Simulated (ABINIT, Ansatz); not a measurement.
# A GW chain in ABINIT: InGaN2 (P3m1), part 2 of 3

How does a plane-wave GW calculation on InGaN2 (P3m1) run from the first input to the gap?

ABINIT 10.8.3; LDA and many-body steps on it, plane waves. Known limits of the many-body steps: short of the basis limit; screening runs away on this mesh; no spin-orbit coupling; coarse k mesh.

So far. Step 2 (Ground state): The gap is direct, at Γ.

## Step 3: Bands along the symmetry lines

Level of this step: DFT, LDA, plane waves, norm-conserving pseudopotentials (ABINIT).

The cheap functional maps the bands first; the places of the edges decide which points the dearer methods must see.

run.abi reads:

```
acell 3*1.0 Angstrom
rprim 
  3.399288205422 -0.000000000005 0.000000000000
  -1.699644102707 2.943869940683 0.000000000000
  0.000000000000 0.000000000000 5.551613000000
ntypat 3
znucl 49 31 7
natom 4
typat 1 2 3 3
xred 
  0.000000000000 0.000000000000 0.998402000000
  0.666666666667 0.333333333333 0.495356000000
  0.666666666667 0.333333333333 0.145617000000
  0.000000000000 0.000000000000 0.602224000000
pp_dirpath "pseudos"
pseudos "In.upf, Ga.upf, N.upf"
ecut 45
iscf -2
irdden 1
kptopt 0
nkpt 75
kpt 
  0.00000000 0.00000000 0.00000000
  0.06250000 0.00000000 0.00000000
  0.12500000 0.00000000 0.00000000
  0.18750000 0.00000000 0.00000000
  0.25000000 0.00000000 0.00000000
  0.31250000 0.00000000 0.00000000
  0.37500000 0.00000000 0.00000000
  0.43750000 0.00000000 0.00000000
  0.50000000 0.00000000 0.00000000
  0.47916667 0.04166667 0.00000000
  0.45833333 0.08333333 0.00000000
  0.43750000 0.12500000 0.00000000
  0.41666666 0.16666666 0.00000000
  0.39583333 0.20833333 0.00000000
  0.37500000 0.25000000 0.00000000
  0.35416666 0.29166666 0.00000000
  0.33333333 0.33333333 0.00000000
  0.29166666 0.29166666 0.00000000
  0.25000000 0.25000000 0.00000000
  0.20833333 0.20833333 0.00000000
  0.16666666 0.16666666 0.00000000
  0.12500000 0.12500000 0.00000000
  0.08333333 0.08333333 0.00000000
  0.04166667 0.04166667 0.00000000
  0.00000000 0.00000000 0.00000000
  0.00000000 0.00000000 0.06250000
  0.00000000 0.00000000 0.12500000
  0.00000000 0.00000000 0.18750000
  0.00000000 0.00000000 0.25000000
  0.00000000 0.00000000 0.31250000
  0.00000000 0.00000000 0.37500000
  0.00000000 0.00000000 0.43750000
  0.00000000 0.00000000 0.50000000
  0.06250000 0.00000000 0.50000000
  0.12500000 0.00000000 0.50000000
  0.18750000 0.00000000 0.50000000
  0.25000000 0.00000000 0.50000000
  0.31250000 0.00000000 0.50000000
  0.37500000 0.00000000 0.50000000
  0.43750000 0.00000000 0.50000000
  0.50000000 0.00000000 0.50000000
  0.47916667 0.04166667 0.50000000
  0.45833333 0.08333333 0.50000000
  0.43750000 0.12500000 0.50000000
  0.41666666 0.16666666 0.50000000
  0.39583333 0.20833333 0.50000000
  0.37500000 0.25000000 0.50000000
  0.35416666 0.29166666 0.50000000
  0.33333333 0.33333333 0.50000000
  0.29166666 0.29166666 0.50000000
  0.25000000 0.25000000 0.50000000
  0.20833333 0.20833333 0.50000000
  0.16666666 0.16666666 0.50000000
  0.12500000 0.12500000 0.50000000
  0.08333333 0.08333333 0.50000000
  0.04166667 0.04166667 0.50000000
  0.00000000 0.00000000 0.50000000
  0.50000000 0.00000000 0.50000000
  0.50000000 0.00000000 0.43750000
  0.50000000 0.00000000 0.37500000
  0.50000000 0.00000000 0.31250000
  0.50000000 0.00000000 0.25000000
  0.50000000 0.00000000 0.18750000
  0.50000000 0.00000000 0.12500000
  0.50000000 0.00000000 0.06250000
  0.50000000 0.00000000 0.00000000
  0.33333333 0.33333333 0.50000000
  0.33333333 0.33333333 0.43750000
  0.33333333 0.33333333 0.37500000
  0.33333333 0.33333333 0.31250000
  0.33333333 0.33333333 0.25000000
  0.33333333 0.33333333 0.18750000
  0.33333333 0.33333333 0.12500000
  0.33333333 0.33333333 0.06250000
  0.33333333 0.33333333 0.00000000
istwfk *1
nband 33
nbdbuf 2
tolwfr 1e-08
nstep 40
prtwf 0
prtvol 0
indata_prefix "in"
outdata_prefix "out"
tmpdata_prefix "tmp"
```

On the command line:

```
OMP_NUM_THREADS=1 mpirun -n 4 abinit run.abi > log
```

The program printed:

```text
.Version 10.8.3 of ABINIT. v10.8.2 released Aug 2026.

 Symmetries : space group P3 m 1 (#156); Bravais hP (primitive hexag.)
[... echo of the input left out ...]
== DATASET  1 ==================================================================
-   mpi_nproc: 4, omp_nthreads: 1 (-1 if OMP is not activated)

--- !DatasetInfo
iteration_state: {dtset: 1, }
dimensions: {natom: 4, nkpt: 75, mband: 33, nsppol: 1, nspinor: 1, nspden: 1, mpw: 5444, }
cutoff_energies: {ecut:  45.0, pawecutdg:  -1.0, }
electrons: {nelect:   5.20000000E+01, charge:   0.00000000E+00, occopt:   1.00000000E+00, tsmear:   1.00000000E-02, }

 Real(R)+Recip(G) space primitive vectors, cartesian coordinates (Bohr,Bohr^-1):
 R(1)=  6.4237237  0.0000000  0.0000000  G(1)=  0.1556729  0.0898778  0.0000000
 R(2)= -3.2118619  5.5631079  0.0000000  G(2)=  0.0000000  0.1797556  0.0000000
 R(3)=  0.0000000  0.0000000 10.4910281  G(3)=  0.0000000  0.0000000  0.0953195
 Unit cell volume ucvol=  3.7490600E+02 bohr^3
 Angles (23,13,12)=  9.00000000E+01  9.00000000E+01  1.20000000E+02 degrees

 getcut: wavevector=  0.0000  0.0000  0.0000  ngfft=  40  40  64
         ecut(hartree)=     45.000   => boxcut(ratio)=   2.02018

--- Pseudopotential description ------------------------------------------------
- In Generated using ONCVPSP code by D. R. Hamann
- 49.00000  21.00000  180309                  znucl, zion, pspdat
12 -1012 2 -1 1894                            pspcod,pspxc,lmax,lloc,mmax
     nproj     2     2     2
  pspatm : epsatm=   33.93291270
         --- l  ekb(1:nproj) -->
             0    8.377455   -0.565121
             1    2.447487   -1.211193
             2   -3.400789   -0.970230
 pspatm: atomic psp has been read  and splines computed

- Ga Generated using ONCVPSP code by D. R. Hamann
- 31.00000  21.00000  180309                  znucl, zion, pspdat
12 -1012 2 -1 1858                            pspcod,pspxc,lmax,lloc,mmax
     nproj     2     2     2
  pspatm : epsatm=   21.89818218
         --- l  ekb(1:nproj) -->
[...]
pspatm: atomic psp has been read  and splines computed

- N Generated using ONCVPSP code by D. R. Hamann
-  7.00000   5.00000  180309                  znucl, zion, pspdat
12 -1012 1 -1 1058                            pspcod,pspxc,lmax,lloc,mmax
     nproj     2     2     0
  pspatm : epsatm=    5.30777321
         --- l  ekb(1:nproj) -->
[...]
pspatm: atomic psp has been read  and splines computed

--------------------------------------------------------------------------------

================================================================================
 prteigrs : about to open file out_EIG
 Non-SCF case, kpt    1 (  0.00000  0.00000  0.00000), residuals and eigenvalues=
  4.32E-09  9.48E-09  1.51E-09  8.80E-09  6.18E-09  2.75E-09  5.62E-09  9.57E-09
  9.50E-09  1.86E-09  4.72E-09  6.10E-09  5.84E-09  7.46E-09  4.21E-09  2.11E-09
[...]
Non-SCF case, kpt    3 (  0.12500  0.00000  0.00000), residuals and eigenvalues=
[...]
3.74E-05
[...]
Non-SCF case, kpt   74 (  0.33333  0.33333  0.06250), residuals and eigenvalues=
[...]
Non-SCF case, kpt   75 (  0.33333  0.33333  0.00000), residuals and eigenvalues=
[...]
-1.9791E-01 -1.7364E-01  2.4548E-02  5.1462E-02  5.4392E-02  1.1984E-01
  1.2742E-01  1.3843E-01  3.9154E-01  4.4184E-01  4.4236E-01  4.9105E-01
[...]
--- !ResultsGS
iteration_state: {dtset: 1, }
comment   : Summary of ground state results
lattice_vectors:
- [  6.4237237,  -0.0000000,   0.0000000, ]
- [ -3.2118619,   5.5631079,   0.0000000, ]
- [  0.0000000,   0.0000000,  10.4910281, ]
lattice_lengths: [   6.42372,    6.42372,   10.49103, ]
lattice_angles: [ 90.000,  90.000, 120.000, ] # degrees, (23, 13, 12)
lattice_volume:   3.7490600E+02
convergence: {deltae:  0.000E+00, res2:  0.000E+00, residm:  9.996E-09, diffor:  0.000E+00, }
etotal    :  -4.68052064E+02
entropy   :   0.00000000E+00
fermie    :   2.23193896E-01
cartesian_stress_tensor: null
pressure_GPa: null
xred      :
- [  0.0000E+00,   0.0000E+00,   9.9840E-01, In]
- [  6.6667E-01,   3.3333E-01,   4.9536E-01, Ga]
- [  6.6667E-01,   3.3333E-01,   1.4562E-01,  N]
- [  0.0000E+00,   0.0000E+00,   6.0222E-01,  N]
cartesian_forces: null
force_length_stats: {min: null, max: null, mean: null, }

 Integrated electronic density in atomic spheres:
 ------------------------------------------------
 Atom  Sphere_radius  Integrated_density
[...]
================================================================================

 ----iterations are completed or convergence reached----

 Mean square residual over all n,k,spin=   49.813E-10; max=  99.964E-10
 reduced coordinates (array xred) for    4 atoms
[...]
0.666667      0.333333      0.145617
       0.000000      0.000000      0.602224

 cartesian coordinates (angstrom) at end:
    1      0.000000     0.000000     5.542742
    2      1.699644     0.981290     2.750025
    3      1.699644     0.981290     0.808409
    4      0.000000     0.000000     3.343315
 length scales=  1.889726  1.889726  1.889726 bohr
              =  1.000000  1.000000  1.000000 angstroms
 prteigrs : about to open file out_EIG
 Eigenvalues (hartree) for nkpt=  75  k points:
 kpt#   1, nband= 33, wtk=  1.00000, kpt=  0.0000  0.0000  0.0000 (reduced coord)
[...]
kpt#   2, nband= 33, wtk=  1.00000, kpt=  0.0625  0.0000  0.0000 (reduced coord)
[...]
kpt#   3, nband= 33, wtk=  1.00000, kpt=  0.1250  0.0000  0.0000 (reduced coord)
[...]
kpt#  74, nband= 33, wtk=  1.00000, kpt=  0.3333  0.3333  0.0625 (reduced coord)
[...]
0.61634
 kpt#  75, nband= 33, wtk=  1.00000, kpt=  0.3333  0.3333  0.0000 (reduced coord)
[...]
-0.25637   -0.25445   -0.19791   -0.17364    0.02455    0.05146    0.05439    0.11984
   0.12742    0.13843    0.39154    0.44184    0.44236    0.49105    0.52464    0.56470
   0.61733

== END DATASET(S) ==============================================================
================================================================================

 -outvars: echo values of variables after computation  --------
            nband          33
             nkpt          75
          spgroup         156
 [... the other variables as echoed above ...]

 Calculation completed.
```

It took 100 s on 4 MPI ranks of Arm Neoverse N1, shared host; peak memory 0.48 GiB; 6.7 min of CPU time.

Numbers from this step:

| Item | Value |
| --- | --- |
| gap | 0.2351 eV |
| k of the valence top | 0, 0, 0 |
| k of the conduction bottom | 0, 0, 0 |
| least direct gap | 0.2351 eV |

The gap is 0.235 eV, as in the run before at this level.

Electronic bands along the path, in eV, zero at the top of the highest filled band:

| point | band 23 | band 24 | band 25 | band 26 | band 27 | band 28 | band 29 | band 30 |
| --- | --- | --- | --- | --- | --- | --- | --- | --- |
| Γ | -1.16 | -0.30 | 0.00 | 0.00 | 0.24 | 3.07 | 7.27 | 8.77 |
| halfway | -2.68 | -1.93 | -0.76 | -0.43 | 2.65 | 4.69 | 6.38 | 7.44 |
| M | -3.80 | -2.58 | -2.06 | -0.87 | 3.84 | 4.67 | 4.99 | 7.19 |
| halfway | -3.85 | -3.19 | -2.19 | -1.61 | 4.79 | 4.86 | 5.71 | 6.95 |
| K | -4.59 | -2.81 | -2.61 | -2.31 | 4.58 | 5.95 | 5.96 | 7.29 |
| halfway | -3.27 | -2.28 | -0.95 | -0.83 | 3.17 | 5.32 | 6.58 | 6.73 |
| Γ | -1.16 | -0.30 | 0.00 | 0.00 | 0.24 | 3.07 | 7.27 | 8.77 |
| halfway | -1.05 | -1.05 | -0.11 | -0.11 | 1.57 | 3.09 | 6.84 | 8.80 |
| A | -0.92 | -0.92 | -0.26 | -0.26 | 2.43 | 3.04 | 6.31 | 8.35 |
| halfway | -2.19 | -1.64 | -1.56 | -0.88 | 3.32 | 4.30 | 6.09 | 7.18 |
| L | -2.11 | -2.10 | -1.55 | -1.46 | 3.18 | 3.68 | 5.99 | 7.58 |
| halfway | -3.14 | -2.56 | -1.82 | -1.28 | 4.07 | 4.42 | 6.33 | 7.21 |
| H | -3.89 | -3.41 | -1.74 | -1.18 | 5.05 | 5.30 | 5.75 | 6.76 |
| halfway | -2.24 | -1.98 | -1.58 | -1.42 | 3.60 | 4.85 | 6.04 | 7.10 |
| A | -0.92 | -0.92 | -0.26 | -0.26 | 2.43 | 3.04 | 6.31 | 8.35 |
| jump to L | -2.11 | -2.10 | -1.55 | -1.46 | 3.18 | 3.68 | 5.99 | 7.58 |
| halfway | -3.07 | -2.39 | -1.60 | -1.11 | 3.21 | 4.35 | 5.66 | 7.25 |
| M | -3.80 | -2.58 | -2.06 | -0.87 | 3.84 | 4.67 | 4.99 | 7.19 |
| jump to H | -3.89 | -3.41 | -1.74 | -1.18 | 5.05 | 5.30 | 5.75 | 6.76 |
| halfway | -4.41 | -2.74 | -2.26 | -1.85 | 5.11 | 5.55 | 5.74 | 7.17 |
| K | -4.59 | -2.81 | -2.61 | -2.31 | 4.58 | 5.95 | 5.96 | 7.29 |

The electronic bands as a text plot (rows in eV, shown from -8.0 to 6.2 only):

```
    5.9 |    +     ++++               +++++++  ++++++    ++  + ++
    5.3 |     ++  + + +++++                    ++++        ++++
    4.8 |   ++++++++++++   +                 ++++  ++      ++  ++
    4.2 |  +     +      ++  +        ++++   ++   +   +   ++
    3.6 |++   +++            +      + ++ ++++     +++++    ++
    3.0 |    +            +   ++++++++  ++++          +++++
    2.4 |  ++              +      ++                    +
    1.8 |                   +    +
    1.2 | +                  +  +
    0.6 |+                     +
    0.0 |***                **+****                     *
   -0.6 |********         *****    ****               **
   -1.2 |**  *   **     *** ********** *********** ***********
   -1.8 |* ** **** *   *   ***      *******************   *****
   -2.4 | *  **********   ***    *    *******     ***    ****  **
   -3.0 |  **     ***** ** *      *         *** ***       *   * *
   -3.6 |   *** ***    ****        ***       *****   ****  ***
   -4.1 |    * *   ** * ***       *****        *   ** ***    **
   -4.7 |     **********              **          ****     **  **
   -5.3 |           ******       *     ***  *******      **  ****
   -5.9 |  *********      ***  **       **********        *****
   -6.5 |**                  **           **             *
   -7.1 |
   -7.7 |
         Γ      M    K        Γ   A       L    H       A|L M|H  K
```

## Step 4: Empty states on the mesh, 3×3×2 mesh, 209 bands

The sums over transitions need many empty states on a uniform mesh; this step solves for them.

run.abi reads:

```
acell 3*1.0 Angstrom
rprim 
  3.399288205422 -0.000000000005 0.000000000000
  -1.699644102707 2.943869940683 0.000000000000
  0.000000000000 0.000000000000 5.551613000000
ntypat 3
znucl 49 31 7
natom 4
typat 1 2 3 3
xred 
  0.000000000000 0.000000000000 0.998402000000
  0.666666666667 0.333333333333 0.495356000000
  0.666666666667 0.333333333333 0.145617000000
  0.000000000000 0.000000000000 0.602224000000
pp_dirpath "pseudos"
pseudos "In.upf, Ga.upf, N.upf"
ecut 45
ngkpt 3 3 2
nshiftk 1
shiftk 0 0 0
kptopt 1
chksymbreak 0
iscf -2
irdden 1
istwfk *1
nband 209
nbdbuf 18
tolwfr 1e-09
nstep 60
prtvol 0
indata_prefix "in"
outdata_prefix "out"
tmpdata_prefix "tmp"
```

The program printed:

```text
.Version 10.8.3 of ABINIT. v10.8.2 released Aug 2026.

 Symmetries : space group P3 m 1 (#156); Bravais hP (primitive hexag.)
[... echo of the input left out ...]
== DATASET  1 ==================================================================
-   mpi_nproc: 4, omp_nthreads: 1 (-1 if OMP is not activated)

--- !DatasetInfo
iteration_state: {dtset: 1, }
dimensions: {natom: 4, nkpt: 6, mband: 209, nsppol: 1, nspinor: 1, nspden: 1, mpw: 5432, }
cutoff_energies: {ecut:  45.0, pawecutdg:  -1.0, }
electrons: {nelect:   5.20000000E+01, charge:   0.00000000E+00, occopt:   1.00000000E+00, tsmear:   1.00000000E-02, }

 Real(R)+Recip(G) space primitive vectors, cartesian coordinates (Bohr,Bohr^-1):
 R(1)=  6.4237237  0.0000000  0.0000000  G(1)=  0.1556729  0.0898778  0.0000000
 R(2)= -3.2118619  5.5631079  0.0000000  G(2)=  0.0000000  0.1797556  0.0000000
 R(3)=  0.0000000  0.0000000 10.4910281  G(3)=  0.0000000  0.0000000  0.0953195
 Unit cell volume ucvol=  3.7490600E+02 bohr^3
 Angles (23,13,12)=  9.00000000E+01  9.00000000E+01  1.20000000E+02 degrees

 getcut: wavevector=  0.0000  0.0000  0.0000  ngfft=  40  40  64
         ecut(hartree)=     45.000   => boxcut(ratio)=   2.02018

--- Pseudopotential description ------------------------------------------------
- In Generated using ONCVPSP code by D. R. Hamann
- 49.00000  21.00000  180309                  znucl, zion, pspdat
12 -1012 2 -1 1894                            pspcod,pspxc,lmax,lloc,mmax
     nproj     2     2     2
  pspatm : epsatm=   33.93291270
         --- l  ekb(1:nproj) -->
             0    8.377455   -0.565121
             1    2.447487   -1.211193
             2   -3.400789   -0.970230
 pspatm: atomic psp has been read  and splines computed

- Ga Generated using ONCVPSP code by D. R. Hamann
- 31.00000  21.00000  180309                  znucl, zion, pspdat
12 -1012 2 -1 1858                            pspcod,pspxc,lmax,lloc,mmax
     nproj     2     2     2
  pspatm : epsatm=   21.89818218
         --- l  ekb(1:nproj) -->
[...]
pspatm: atomic psp has been read  and splines computed

- N Generated using ONCVPSP code by D. R. Hamann
-  7.00000   5.00000  180309                  znucl, zion, pspdat
12 -1012 1 -1 1058                            pspcod,pspxc,lmax,lloc,mmax
     nproj     2     2     0
  pspatm : epsatm=    5.30777321
         --- l  ekb(1:nproj) -->
[...]
pspatm: atomic psp has been read  and splines computed

--------------------------------------------------------------------------------

================================================================================
 prteigrs : about to open file out_EIG
 Non-SCF case, kpt    1 (  0.00000  0.00000  0.00000), residuals and eigenvalues=
  2.59E-10  9.21E-11  1.37E-10  1.60E-10  1.13E-10  2.79E-10  2.24E-10  3.01E-10
  3.42E-10  6.69E-11  4.21E-11  3.01E-11  6.21E-11  5.84E-10  6.20E-11  5.02E-11
  8.24E-11  9.26E-11  6.95E-10  5.23E-11  2.82E-10  4.15E-10  7.74E-10  7.91E-10
[...]
2.19E-03
 -4.9882E+00 -3.9506E+00 -3.1930E+00 -3.1930E+00 -3.1928E+00 -2.4297E+00
 -2.4297E+00 -2.4292E+00 -3.2635E-01 -3.1997E-01 -2.8451E-01 -2.8451E-01
 -2.7918E-01 -2.7918E-01 -2.7892E-01 -2.6621E-01 -2.6621E-01 -2.5262E-01
[...]
4.3870E+00  4.4076E+00  4.4145E+00  4.4312E+00  4.4312E+00  4.4798E+00
  4.4798E+00  4.4910E+00  4.4910E+00  4.5253E+00  4.5253E+00  4.5306E+00
  4.5713E+00  4.5790E+00  4.6019E+00  4.6132E+00  4.6299E+00
 prteigrs : prtvol=0 or 1, do not print more k-points.

--- !ResultsGS
iteration_state: {dtset: 1, }
comment   : Summary of ground state results
lattice_vectors:
- [  6.4237237,  -0.0000000,   0.0000000, ]
- [ -3.2118619,   5.5631079,   0.0000000, ]
- [  0.0000000,   0.0000000,  10.4910281, ]
lattice_lengths: [   6.42372,    6.42372,   10.49103, ]
lattice_angles: [ 90.000,  90.000, 120.000, ] # degrees, (23, 13, 12)
lattice_volume:   3.7490600E+02
convergence: {deltae:  0.000E+00, res2:  0.000E+00, residm:  9.959E-10, diffor:  0.000E+00, }
etotal    :  -4.68052064E+02
entropy   :   0.00000000E+00
fermie    :   2.23193896E-01
cartesian_stress_tensor: null
pressure_GPa: null
xred      :
- [  0.0000E+00,   0.0000E+00,   9.9840E-01, In]
- [  6.6667E-01,   3.3333E-01,   4.9536E-01, Ga]
- [  6.6667E-01,   3.3333E-01,   1.4562E-01,  N]
- [  0.0000E+00,   0.0000E+00,   6.0222E-01,  N]
cartesian_forces: null
force_length_stats: {min: null, max: null, mean: null, }

 Integrated electronic density in atomic spheres:
 ------------------------------------------------
 Atom  Sphere_radius  Integrated_density
[...]
================================================================================

 ----iterations are completed or convergence reached----

 Mean square residual over all n,k,spin=   40.177E-11; max=  99.594E-11
 reduced coordinates (array xred) for    4 atoms
[...]
0.666667      0.333333      0.145617
       0.000000      0.000000      0.602224

 cartesian coordinates (angstrom) at end:
    1      0.000000     0.000000     5.542742
    2      1.699644     0.981290     2.750025
    3      1.699644     0.981290     0.808409
    4      0.000000     0.000000     3.343315
 length scales=  1.889726  1.889726  1.889726 bohr
              =  1.000000  1.000000  1.000000 angstroms
 prteigrs : about to open file out_EIG
 Eigenvalues (hartree) for nkpt=   6  k points:
 kpt#   1, nband=209, wtk=  0.05556, kpt=  0.0000  0.0000  0.0000 (reduced coord)
[...]
4.38700    4.40764    4.41447    4.43123    4.43123    4.47982    4.47982    4.49102
   4.49102    4.52528    4.52530    4.53058    4.57134    4.57903    4.60193    4.61319
   4.62993
 prteigrs : prtvol=0 or 1, do not print more k-points.

== END DATASET(S) ==============================================================
================================================================================

 -outvars: echo values of variables after computation  --------
            nband         209
             nkpt           6
          spgroup         156
 [... the other variables as echoed above ...]

 Calculation completed.
```

Elapsed: 2.5 min, on 4 MPI ranks; peak memory 0.41 GiB.

This step gave:

| Quantity | Value |
| --- | --- |
| gap | 0.2351 eV |
| k of the valence top | 0, 0, 0 |
| k of the conduction bottom | 0, 0, 0 |
| least direct gap | 0.2351 eV |
| k points computed | 6 |
| lowest point of the top converged band, above the valence top | 107.9593 eV |

On this mesh the gap is 0.235 eV.

[end of part 2 of 3]

[Long decimals in the printed logs are rounded to 6 places.]

[Logs are printed without paths, hosts, clocks, repeated set-up lines and the standing remarks that a program may print on its own settings, such as how far it seeks lower states.]

[Paths, hosts, dates, memory and timing lines, banners, echoed tables and standing remarks are left out of the program output; an Ansatz launch command may be rebuilt from the run's recorded settings. Measured values are a selection of at most five: reports struck by readers or far from the other reports are left out. None is set beside runs whose start may be inverted or whose files or cutoffs have a known fault.]

[Runs of the session that timed out or met a known fault of the program may be left out.]

[Hosts, paths, dates, database ids (printed as entryN), source tags and the programs' standing remarks are cut or masked in the printed files.]

[G0W0 gaps are taken among the corrected bands and points alone; a level outside them can change the order at an edge.]

[Where Ansatz stands beside ABINIT at settings called matched, ABINIT's density can come from a denser mesh and the files from another edition; pairs whose starting gaps differed by over 0.03 eV were left out, so agreement reads better than it is.]
